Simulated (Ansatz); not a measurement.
# Elastic response of random rock-salt alloy of NbC and TiC (64 atoms), part 2 of 3

How stiff is random rock-salt alloy of NbC and TiC (64 atoms)?

Ansatz 0.2.0; Kohn-Sham DFT, PBE, PAW (set soft_1), plane waves.

So far. Step 2 (Single point at the start): The r.m.s. force at the start is 0.38 eV/Å. Step 3 (Cell and atoms relaxed): The relaxation converged after 4 steps, with a largest force component of 0.019 eV/Å.

## 4. Single point at the relaxed geometry

The electronic structure is read at the final geometry, in a run of its own.

File input.yaml:

```yaml
crystal:
  lattice:
    - [8.78972, -0.00034, 0.00209]
    - [-0.00034, 8.79586, -0.00063]
    - [0.00209, -0.00063, 8.78724]
  atoms:
    - { symbol: Ti, position: [0.00195, 0.99917, 0.9974] }
    - { symbol: C, position: [0.25009, 0.00258, 6.0e-05] }
    - { symbol: Nb, position: [0.0012, 0.24851, 0.2492] }
    - { symbol: C, position: [0.25179, 0.2517, 0.24837] }
    - { symbol: Ti, position: [0.25288, 8.0e-05, 0.24821] }
    - { symbol: C, position: [0.00326, 0.00057, 0.2499] }
    [... 52 atom lines left out ...]
    - { symbol: Ti, position: [0.50101, 0.75115, 0.75091] }
    - { symbol: C, position: [0.75048, 0.74764, 0.74907] }
    - { symbol: Ti, position: [0.74849, 0.50244, 0.75063] }
    - { symbol: C, position: [0.49947, 0.50255, 0.75207] }
    - { symbol: Ti, position: [0.74801, 0.75113, 0.5014] }
    - { symbol: C, position: [0.50379, 0.75355, 0.49979] }
kpoints:
  mp_grid: { grid: [2, 2, 2] }
hamiltonian:
  xc: pbe
  pseudopotentials: { kind: paw, azcp: { folder: soft_1 } }
scf:
  occupations: { method: fermi_dirac, width: 0.05 }
output:
  forces: true
  stress: true
  populations: true
  dos:
    method: { smearing: { sigma: 0.15 } }
    de: 0.1
    projected: { site_lists: { C: [C], Nb: [Nb], Ti: [Ti] } }
  eigenvalues: true
  write_density: true
  write_potential: true
  volumetric_format: npy
```

Run with:

```sh
ansatz run input.yaml --threads 8 --pin off --max-ram 15872MiB --backend cpu --events-out ev --progress --plain --runs-dir out
```

Numbers of over 12 decimals in the logs are rounded to 6 here.

The program printed:

```text
[...]
Crystal: 64 atoms, lattice volume = 679.369 Å³
Basis set: ecut = 420 eV, 13211 PW (Γ), exchange–correlation on 120×120×120 points (8 copies of the dense FFT grid, shifted against one another)
Bands: 326, of which v1, the nominal top of the filled ones, is band 262 counted from 1 (261 counted from 0)
Symmetry: 1 space group operations
[...]
k-points: 8
[...]
SCF iter   1: F=—  HF=-112755.288453 eV  |F-HF|=—  |Δ(HF+E_count)|=         —  Δρ=1.53e-1  dr2=2.55e2  ethr=3.10e-3  ⟨swp⟩=4.0  Hψ=7721  notcnv=0
[...]
SCF iter  10: F=-112698.610052 eV  HF=-112698.610052 eV  |F-HF|=4.60e-9  |Δ(HF+E_count)|=   1.32e-7  Δρ=1.05e-6  dr2=8.96e-9  ethr=1.91e-11  ⟨swp⟩=15.8  Hψ=18428  notcnv=0
SCF 1 converged in 10 iterations: F = -112698.610052 eV  dr2 = 8.96e-9
[...]
SCF converged after 10 iterations
Free energy (F): -112698.610052 eV
[...]
Internal energy: -112698.275770 eV  (E = F + TS)
E sigma→0 (E₀):  -112698.442911 eV
Entropy (-TS):   -0.334281 eV (-5.223 meV/atom)
Fermi energy:    16.567735 eV
[...]
--- Forces (eV/Å), atoms counted from 1 ---
  atom   1  Ti    -0.00304662     0.00346056    -0.00600314
  atom   2  C      0.00043269    -0.00012128     0.00034481
  atom   3  Nb     0.00559892     0.00160730     0.00605919
  atom   4  C      0.00301428     0.00395030    -0.00257571
  atom   5  Ti    -0.00199678     0.00164031    -0.00618165
  atom   6  C     -0.00871285    -0.00087367     0.00122955
  atom   7  Ti     0.00422065    -0.00116375    -0.00159324
  atom   8  C      0.00359353    -0.00296609    -0.00281065
  atom   9  Ti    -0.01148826     0.00508550    -0.00176362
  atom  10  C     -0.00177766     0.00277594     0.00674463
  atom  11  Ti    -0.00953048    -0.00006200    -0.00583191
  atom  12  C     -0.00502752    -0.00109002    -0.00291084
  atom  13  Ti     0.00413785     0.01066147     0.00192968
  atom  14  C      0.00362187     0.00117312    -0.00055446
[...]
atom  63  Ti     0.00158942    -0.00594316     0.00209084
  atom  64  C     -0.00816473    -0.00667831    -0.00302746
  max |Σ_I F_I| component: 1.68e-5 eV/Å
--- Stress (GPa, compression-positive) ---
        0.038968       0.010712      -0.011447
        0.010712      -0.019948       0.004098
       -0.011447       0.004098       0.024266
  P = ⅓ Tr σ = 0.0144 GPa (0.144 kbar)
--- Band table (eV; the first three rows and the last of 8) ---
[...]
--- Löwdin populations: 64 sites ---
  site symbol       q [e]
     0     Ti     11.1052
     1      C      4.7954
     2     Nb     12.3265
[...]
63      C      4.7579
  spilling = 0.002989 (of n_electrons = 524.000000)
```

Elapsed: 24 s, on 8 threads of INTEL XEON PLATINUM 8581C at 2.10GHz (Emerald Rapids), shared host; peak memory 7.9 GiB.

Read from the output:

- free energy: -112698.6101 eV
- free energy per atom: -1760.9158 eV/atom
- SCF cycles: 10
- pressure: 0.01443 GPa
- r.m.s. force component: 0.00551 eV/Å
- longest force: 0.02121 eV/Å
- Fermi energy: 16.57 eV
- levels partly filled by over 2 per cent: 62
- spilling of the projection: 0.002989

Löwdin charges by element (they lack the spilled electrons, 0.024 e an atom on average):

| element | coordination | atoms | mean charge (e) | spread | least | most |
| --- | --- | --- | --- | --- | --- | --- |
| C | all | 32 | -0.751 | 0.0283 | -0.800 | -0.690 |
| Nb | all | 12 | 0.653 | 0.0127 | 0.632 | 0.673 |
| Ti | all | 20 | 0.888 | 0.0095 | 0.871 | 0.910 |

Charge against the make-up of the first shell:

```
Nb neighbours of C  atoms  mean charge (e)
                 1      6           -0.796
                 2     14           -0.757
                 3     10           -0.727
                 4      2           -0.693
```

Density of states as counts of states in windows of 0.5 eV (from the Fermi level), total and the larger projections:

| from (eV) | to (eV) | total | C p | Ti d | Nb d |
| --- | --- | --- | --- | --- | --- |
| -10 | -9.5 | 2.3 | 0.0 | 0.2 | 0.0 |
| -9.5 | -7.5 | 0.0 | 0.0 | 0.0 | 0.0 |
| -7.5 | -7 | 0.4 | 0.2 | 0.1 | 0.1 |
| -7 | -6.5 | 0.8 | 0.4 | 0.1 | 0.2 |
| -6.5 | -6 | 7.9 | 3.7 | 1.1 | 1.9 |
| -6 | -5.5 | 10.0 | 5.0 | 1.3 | 2.5 |
| -5.5 | -5 | 18.3 | 9.6 | 2.5 | 4.1 |
| -5 | -4.5 | 14.3 | 8.2 | 2.0 | 2.6 |
| -4.5 | -4 | 30.0 | 16.4 | 4.4 | 7.5 |
| -4 | -3.5 | 35.7 | 18.1 | 9.1 | 7.0 |
| -3.5 | -3 | 29.4 | 14.0 | 9.2 | 5.4 |
| -3 | -2.5 | 27.8 | 14.3 | 9.7 | 2.9 |
| -2.5 | -2 | 8.8 | 4.0 | 3.4 | 1.2 |
| -2 | -1.5 | 2.3 | 0.9 | 0.8 | 0.6 |
| -1.5 | -1 | 8.7 | 5.2 | 2.0 | 1.2 |
| -1 | -0.5 | 2.2 | 0.9 | 0.8 | 0.5 |
| -0.5 | 0 | 8.3 | 2.2 | 3.2 | 2.7 |
| 0 | 0.5 | 21.1 | 6.5 | 8.5 | 5.2 |
| 0.5 | 1 | 11.3 | 1.0 | 7.5 | 2.5 |

Between -26 and -10 eV lie 62 more states.

About 255 of the 524 electrons lie in deeper levels, below the stored range.

The levels nearest the highest filled one (over half full), pooled over k-points and spins:

| level less the highest filled one (eV) | occupation |
| --- | --- |
| -0.0207 | 1.25 |
| -0.0113 | 1.16 |
| -0.0099 | 1.15 |
| -0.0064 | 1.11 |
| -0.0043 | 1.09 |
| 0 | 1.05 |
| 0.0103 | 0.944 |
| 0.0118 | 0.929 |
| 0.0347 | 0.709 |
| 0.0518 | 0.561 |
| 0.0527 | 0.553 |
| 0.0563 | 0.525 |

Electrostatic potential energy in the ac plane at fractional y = 0.000, with atoms of Ti and C and Nb within 0.2 Å of it. With pseudopotentials it is smooth inside the atoms' cores, unlike the true potential.

Values in eV, 13 rows by 16 columns, each cell a mean:
```
-22  -6  12  -8 -18   9   5 -19 -22  -4  12  -9 -19   9   5 -19
  6  13  15   9   6  13  15   9   7  14  14   5   2  12  15   9
-21   8   5 -19 -23  -6  12 -12 -20   8   0 -35 -41 -13  11  -9
-31   4   3 -22 -25  -8  10 -20 -29   6  -3 -40 -45 -17   9 -17
  8  15  14   4   1  11  16  11   9  15  12  -1  -5   8  15  11
-18  -1  14   0  -8  12   8 -13 -17   0  14  -1  -8  11   8 -14
-26 -11   9 -25 -38   3   1 -24 -26 -11  10 -24 -38   3   1 -24
 -7   7  15   8   4  14  12  -4  -8   6  15   7   3  14  12  -3
  2  14  12  -4  -9   5  15   7   3  14   8 -14 -19   2  14   8
-40   1   2 -24 -26 -12   9 -27 -37   3  -7 -44 -48 -20   9 -23
 -6  12   9 -12 -17   0  14   0  -5  12   4 -24 -29  -4  13   2
  0  11  16  11   8  15  14   2   0  10  15   9   6  14  14   4
-25  -9  10 -20 -32   5   1 -23 -25  -8  10 -20 -32   4   3 -22
```
Columns run along a (8.8 Å; values clipped at the 3rd and 97th percentile), rows up along c (8.8 Å). Atoms in or near the plane, at fractional coordinates: Ti at (0.00, 0.00), C at (0.25, 0.00), Ti at (0.25, 0.25), C at (0.00, 0.25), Ti at (0.00, 0.50), C at (0.25, 0.50), Ti at (0.25, 0.75), C at (0.00, 0.75), Ti at (0.50, 0.00), C at (0.75, 0.00), Nb at (0.75, 0.25), C at (0.50, 0.25), Ti at (0.50, 0.50), C at (0.75, 0.50) and more.

Valence density in the ac plane at fractional y = 0.000, with atoms of Ti and C and Nb within 0.2 Å of it. It is the smooth field of the valence electrons, not physical close to the nuclei.

Ten even steps from '_' (0 e/Å³) to '@' (11 e/Å³), each cell a mean:
```
%%==..____......______==##**::______....______..**
::..__________________..::..____________________..
__________________________________________________
____________..______________________....__________
..________--++--________..________::----::________
....____..**@@##..____......______--====--______..
....____..==##++..____......______::====::______..
__________..::..__________________..::::..________
__________________________________________________
..________________________________________________
++::________..________::++==..______....______..==
@@++..____......____..++@@%%::______......____::%%
##==______......______--##**::______....______..++
::______________________::..____________________..
__________________________________________________
____________________________________....__________
..________::==--________..________::----::________
....____..**@@##::____......______--====--______..
....____..++%%**..____......______::====::______..
__________..::..__________________..::::..________
__________________________________________________
__________________________________________________
==::________..________::++==..______....________--
@@++..____......____..++@@%%::______......____::##
```
Columns run along a (8.8 Å), rows up along c (8.8 Å). Atoms in or near the plane, at fractional coordinates: Ti at (0.00, 0.00), C at (0.25, 0.00), Ti at (0.25, 0.25), C at (0.00, 0.25), Ti at (0.00, 0.50), C at (0.25, 0.50), Ti at (0.25, 0.75), C at (0.00, 0.75), Ti at (0.50, 0.00), C at (0.75, 0.00), Nb at (0.75, 0.25), C at (0.50, 0.25), Ti at (0.50, 0.50), C at (0.75, 0.50) and more.

62 levels are partly filled, by over 2 % (on the run's k-points): at this level the cell shows no clear gap. Mean Löwdin charges: C -0.75, Nb +0.65, Ti +0.89 e. The charge on C changes by +0.034 e for each Nb neighbour that takes the place of another kind, on average.

## 5. Volume -3 %

The relaxed cell is scaled evenly and the atoms are relaxed again; the stress at the end gives one point of P(V).

input.yaml, the sections that differ from step 4:

```yaml
crystal:
  lattice:
    - [8.70093, -0.00034, 0.00207]
    - [-0.00034, 8.70701, -0.00062]
    - [0.00207, -0.00062, 8.69847]
  atoms:
    [... the 64 atom lines of step 4 ...]
output:
  forces: true
  eigenvalues: true
  stress: true
relax:
  f_tol: 0.05
  max_steps: 70
# kpoints, hamiltonian, scf: as in step 4
```

The program printed:

```text
Warning: output.stress: scf.convergence.dr2_threshold = 1e-7 eV (the SCF's general default) is looser than the 6.4e-9 eV advised for a printed stress (1e-10 eV for each atom of the cell: 64). What an SCF threshold leaves in a stress goes as its square root, and in the free energy as the threshold itself, and one threshold admits the most on a small cell: [...]
[...]
Crystal: 64 atoms, lattice volume = 658.988 Å³
Basis set: ecut = 420 eV, 12965 PW (Γ), exchange–correlation on 120×120×120 points (8 copies of the dense FFT grid, shifted against one another)
Bands: 326, of which v1, the nominal top of the filled ones, is band 262 counted from 1 (261 counted from 0)
Symmetry: 1 space group operations
[...]
k-points: 8
[...]
SCF iter   1: F=—  HF=-112755.290416 eV  |F-HF|=—  |Δ(HF+E_count)|=         —  Δρ=1.56e-1  dr2=2.53e2  ethr=3.10e-3  ⟨swp⟩=4.0  Hψ=7801  notcnv=0  defer=5
[...]
SCF iter   7: F=—  HF=-112698.065472 eV  |F-HF|=—  |Δ(HF+E_count)|=   1.14e-4  Δρ=8.68e-5  dr2=7.26e-5  ethr=1.86e-7  ⟨swp⟩=2.0  Hψ=3302  notcnv=0  defer=204
SCF iter   8: F=-112698.065463 eV  HF=-112698.065463 eV  |F-HF|=5.49e-7  |Δ(HF+E_count)|=   8.90e-6  Δρ=1.35e-5  dr2=1.19e-6  ethr=1.19e-8  ⟨swp⟩=13.4  Hψ=11178  notcnv=0
SCF 1 converged in 8 iterations: F = -112698.065463 eV  dr2 = 1.19e-6
[...]
relax step   1: F+E_penalty+E_count = -112698.06546268 eV  Δ(F+E_penalty+E_count) = +0.000e0 eV  max|allowed force component| = 7.256e-2 eV/Å  Δτ_max = 0.0000 Å  (8 SCF iters, dr2 threshold 6.25e-5 eV, accepted)
[...]
SCF iter   1: F=—  HF=-112698.068876 eV  |F-HF|=—  |Δ(HF+E_count)|=         —  Δρ=3.85e-4  dr2=2.61e-3  ethr=5.06e-7  ⟨swp⟩=2.0  Hψ=6687  notcnv=0
[...]
SCF iter   5: F=-112698.068815 eV  HF=-112698.068816 eV  |F-HF|=4.83e-8  |Δ(HF+E_count)|=   1.05e-7  Δρ=2.47e-6  dr2=7.26e-8  ethr=2.84e-10  ⟨swp⟩=2.0  Hψ=3134  notcnv=0
SCF iter   6: F=-112698.068816 eV  HF=-112698.068816 eV  |F-HF|=5.94e-9  |Δ(HF+E_count)|=   6.59e-9  Δρ=8.41e-7  dr2=9.11e-9  ethr=1.39e-11  ⟨swp⟩=6.2  Hψ=8291  notcnv=0
SCF 2 converged in 6 iterations: F = -112698.068816 eV  dr2 = 9.11e-9
relax step   2: F+E_penalty+E_count = -112698.06881550 eV  Δ(F+E_penalty+E_count) = -3.353e-3 eV  max|allowed force component| = 2.901e-2 eV/Å  Δτ_max = 0.0042 Å  (6 SCF iters, accepted)
SCF converged after 6 iterations
Free energy (F): -112698.068816 eV
[...]
Internal energy: -112697.745471 eV  (E = F + TS)
E sigma→0 (E₀):  -112697.907143 eV
Entropy (-TS):   -0.323345 eV (-5.052 meV/atom)
Fermi energy:    17.147145 eV
[...]
Σ components = -112698.068816   (vs F -112698.068816, Δ=0.00e0)
--- Forces (eV/Å), atoms counted from 1 ---
  atom   1  Ti    -0.01439733     0.01081431     0.01123963
  atom   2  C      0.00199261     0.00369452    -0.00008644
  atom   3  Nb    -0.01364911     0.00771872     0.00485760
  atom   4  C      0.01177251     0.00394932    -0.00914600
[...]
atom  64  C      0.01030387     0.00552964    -0.00517832
  max |Σ_I F_I| component: 2.89e-6 eV/Å
--- Stress (GPa, compression-positive) ---
        8.741153       0.013126      -0.006169
        0.013126       8.662834       0.001388
       -0.006169       0.001388       8.772168
  P = ⅓ Tr σ = 8.7254 GPa (87.254 kbar)
--- Band table (eV; the first three rows and the last of 8) ---
[...]
--- Relaxed structure (2 steps of the walk, 2 accepted, 0 SCFs on fresh bases) ---
  F+E_penalty+E_count = -112698.06881550 eV   max|allowed force component| = 2.901e-2 eV/Å
  atoms:
    - { symbol: Ti, position: [0.00195968, 0.999259, 0.997358] }
    - { symbol: C, position: [0.250087, 0.0029096, 6.437241817708702e-5] }
    - { symbol: Nb, position: [0.00125498, 0.248597, 0.249249] }
    - { symbol: C, position: [0.252077, 0.251717, 0.248094] }
[...]
- { symbol: C, position: [0.503978, 0.753756, 0.499764] }
```

It took 26 s on 8 threads; peak memory 7.7 GiB; 3.3 min of CPU time.

The program notes that the SCF threshold is loose for the stress.

The relaxation converged after 2 steps, 0.00335 eV below its start, with a largest force component of 0.029 eV/Å.

Volume -3 %: the energy stands 0.541 eV above that of the reference, at a pressure of 8.73 GPa.

## 6. Volume +3 %

The relaxed cell is scaled to another volume.

Input and log are left out; they have the form of those shown for this kind of step.

It took 29 s on 8 threads of INTEL XEON PLATINUM 8581C at 2.10GHz (Emerald Rapids), shared host; peak memory 8.1 GiB; 3.6 min of CPU time.

The relaxation converged after 2 steps, 0.00349 eV below its start, with a largest force component of 0.026 eV/Å.

Volume +3 %: the energy stands 0.486 eV above that of the reference, at a pressure of -7.45 GPa.

## 7. Volume -6 %

The relaxed cell is scaled to another volume.

Input and log are left out; they have the form of those shown for this kind of step.

Elapsed: 25 s, on 8 threads of INTEL XEON PLATINUM 8581C at 2.10GHz (Emerald Rapids), shared host; peak memory 7.5 GiB; 3.2 min of CPU time.

The relaxation converged after 2 steps, 0.0138 eV below its start, with a largest force component of 0.049 eV/Å.

Volume -6 %: the energy stands 2.28 eV above that of the reference, at a pressure of 18.9 GPa.

[end of part 2 of 3]

[Logs are printed without paths, hosts, clocks, repeated set-up lines and the standing remarks that a program may print on its own settings, such as how far it seeks lower states.]

[Hosts, paths, dates, database ids (printed as entryN), source tags and the programs' standing remarks are cut or masked in the printed files.]
